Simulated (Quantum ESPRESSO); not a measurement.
# CaO (Lime): the optical phonon under strain

Wanted: the shift of the optical mode of CaO (Lime) in a strained (001) layer.

Method: DFT LDA, scalar-relativistic, plane waves, JTH PAW pseudopotentials, in Quantum ESPRESSO 7.5.

## Step 1: The relaxed structure

Symmetry: Fm-3m, No. 225, cubic system. The conventional cell has a = 4.707 Å, b = 4.707 Å, c = 4.707 Å, α = 90.00°, β = 90.00°, γ = 90.00°. Ca has 6 O at 2.35 Å nearest. Nearest to O lie 6 Ca at 2.35 Å. Farther neighbours and most contacts between anions are not listed.

Coordinates:

```
CELL_PARAMETERS angstrom
-2.35369 0.00000 2.35369
0.00000 2.35369 2.35369
-2.35369 2.35369 0.00000
ATOMIC_POSITIONS crystal
Ca 0.00000 0.00000 0.00000
O 0.50000 0.50000 0.50000
```

This is the cell after its relaxation at this level of theory, not the database cell from which that began.

## Step 2: Uniaxial strain

The relaxed cell is stretched along z alone. This keeps all atoms on sites fixed by symmetry and splits the threefold mode into a singlet, polarised along z, and a doublet. The macroscopic field is left out, so these are transverse modes. Cutoff 60 Ry, k mesh 8×8×8.

From the response at ε_zz = 0.01:

Log:

```text
[banners, grids, parts of the stress and lines that vanish by symmetry left out]
Program PHONON v.7.5
     Reading xml data from directory:

[...]
Exchange-correlation= PW
                           (   1   4   0   0   0   0   0)
[...]
kinetic-energy cut-off    =      60.0000  Ry
     charge density cut-off    =     480.0000  Ry
     convergence threshold     =      1.0E-18
[...]
Exchange-correlation= PW
                           (   1   4   0   0   0   0   0)
[...]
q = (   0.0000000   0.0000000   0.0000000 )
     17 Sym.Ops. (with q -> -q+G )
     G cutoff =  485.9043  (  31371 G-vectors)     FFT grid: ( 45, 45, 45)
     G cutoff =  242.9521  (  11115 G-vectors)  smooth grid: ( 32, 32, 32)
     number of k points=    59
[...]
Mode symmetry, D_4h(4/mmm) point group:
[...]
Representation #   1 mode #   1
[...]
End of self-consistent calculation
     Convergence has been achieved
     Representation #   2 mode #   2
[...]
End of self-consistent calculation
     Convergence has been achieved
     Representation #   3 modes #   3   4
[...]
End of self-consistent calculation
     Convergence has been achieved
     Representation #   4 modes #   5   6
[...]
End of self-consistent calculation
     Convergence has been achieved
[...]
q = (    0.000000000   0.000000000   0.000000000 )
[...]
freq (    1) =      -0.046116 [THz] =      -1.538260 [cm-1]
     freq (    2) =      -0.044994 [THz] =      -1.500841 [cm-1]
     freq (    3) =      -0.044994 [THz] =      -1.500841 [cm-1]
     freq (    4) =       7.925994 [THz] =     264.382710 [cm-1]
     freq (    5) =       8.769563 [THz] =     292.521146 [cm-1]
     freq (    6) =       8.769563 [THz] =     292.521146 [cm-1]
[...]
Mode symmetry, D_4h(4/mmm) point group:
     freq (   1-   1) =         -1.5  [cm-1]   --> A_2u X_4' M_4'  I
     freq (   2-   3) =         -1.5  [cm-1]   --> E_u  X_5' M_5'  I
     freq (   4-   4) =        264.4  [cm-1]   --> A_2u X_4' M_4'  I
     freq (   5-   6) =        292.5  [cm-1]   --> E_u  X_5' M_5'  I

   JOB DONE.
```

```
  ε_zz  singlet (cm⁻¹)  doublet (cm⁻¹)  σ_zz (GPa)  σ_xx (GPa)
 -0.01          317.34          288.07      -2.425      -0.292
-0.005          303.90          289.42      -0.994       0.032
     0          290.62          290.62       0.349       0.349
 0.005          277.44          291.63       1.609       0.659
  0.01          264.38          292.52       2.790       0.963
```

Stress is counted positive in tension.

## Step 3: The fit

To first order ω² − ω₀² = p ε_zz + q (ε_xx + ε_yy) for the mode along z, and likewise for x and y. With ε_zz alone the singlet gives p and the doublet q.

The linear terms of parabolas through ω² are p = -18.23 ω₀² and q = 1.53 ω₀², with ω₀ = 290.6 cm⁻¹. Those of the stresses are C11 = 261 GPa and C12 = 63 GPa. Under hydrostatic strain p and q imply γ = −(p + 2q)/(6 ω₀²) = 2.53.

A layer held to an in-plane strain ε and free along z takes ε_zz = −2 (C12/C11) ε = -0.481 ε. To first order the singlet then shifts by (q − p C12/C11) ε / ω₀ = 1719 ε cm⁻¹. For ε = 0.004, ε_zz = -0.00193, the formulas for ω² predict 297.43 cm⁻¹ for the singlet and 280.30 cm⁻¹ for the doublet.

## Step 4: A biaxially strained cell

This run was no part of the fit.

Log:

```text
[banners, grids, parts of the stress and lines that vanish by symmetry left out]
[banner, memory and clock lines left out]
Program PHONON v.7.5

[...]
Exchange-correlation= PW
                           (   1   4   0   0   0   0   0)
[...]
kinetic-energy cut-off    =      60.0000  Ry
     charge density cut-off    =     480.0000  Ry
     convergence threshold     =      1.0E-18
[...]
Exchange-correlation= PW
                           (   1   4   0   0   0   0   0)
[...]
q = (   0.0000000   0.0000000   0.0000000 )
     17 Sym.Ops. (with q -> -q+G )
     G cutoff =  482.0701  (  31223 G-vectors)     FFT grid: ( 45, 45, 45)
     G cutoff =  241.0350  (  11085 G-vectors)  smooth grid: ( 32, 32, 32)
     number of k points=    59
[...]
Mode symmetry, D_4h(4/mmm) point group:
[...]
Representation #   1 mode #   1
[...]
End of self-consistent calculation
     Convergence has been achieved
     Representation #   2 mode #   2
[...]
End of self-consistent calculation
     Convergence has been achieved
     Representation #   3 modes #   3   4
[...]
End of self-consistent calculation
     Convergence has been achieved
     Representation #   4 modes #   5   6
[...]
End of self-consistent calculation
     Convergence has been achieved
[...]
q = (    0.000000000   0.000000000   0.000000000 )
[...]
freq (    1) =       0.011831 [THz] =       0.394644 [cm-1]
     freq (    2) =       0.011831 [THz] =       0.394644 [cm-1]
     freq (    3) =       0.013568 [THz] =       0.452577 [cm-1]
     freq (    4) =       8.408973 [THz] =     280.493158 [cm-1]
     freq (    5) =       8.408973 [THz] =     280.493158 [cm-1]
     freq (    6) =       8.914568 [THz] =     297.357984 [cm-1]
[...]
Mode symmetry, D_4h(4/mmm) point group:
     freq (   1-   2) =          0.4  [cm-1]   --> E_u  X_5' M_5'  I
     freq (   3-   3) =          0.5  [cm-1]   --> A_2u X_4' M_4'  I
     freq (   4-   5) =        280.5  [cm-1]   --> E_u  X_5' M_5'  I
     freq (   6-   6) =        297.4  [cm-1]   --> A_2u X_4' M_4'  I
```

| mode | predicted (cm⁻¹) | run (cm⁻¹) |
| --- | --- | --- |
| singlet | 297.43 | 297.36 |
| doublet | 280.30 | 280.49 |

The stress along z is 0.344 GPa and that in the plane 1.487 GPa; the unstrained cell carries 0.349 GPa.

## Step 5: Summary of results

```json
{"p (in units of the squared frequency)": "-18.23", "q (same units)": "1.528", "shift of the singlet per unit of biaxial strain": "1719 cm⁻¹", "C11 and C12": "261 and 63 GPa"}
```

In words: To first order, one per cent of tensile biaxial strain moves the singlet of CaO (Lime) by 17.2 cm⁻¹ and the doublet by -25.3 cm⁻¹; the formulas miss the test run by up to 0.19 cm⁻¹. In the rock-salt structure this mode is infrared active and has no first-order Raman line. The third potential, r, needs shear strain, which was not run. These are harmonic values at zero temperature.

[Host names and launcher messages were left out of these logs when they were recorded.]

[Logs are printed without paths, hosts, clocks, repeated set-up lines and the standing remarks that a program may print on its own settings, such as how far it seeks lower states.]

[Hosts, paths, dates, database ids (printed as entryN), source tags and the programs' standing remarks are cut or masked in the printed files.]
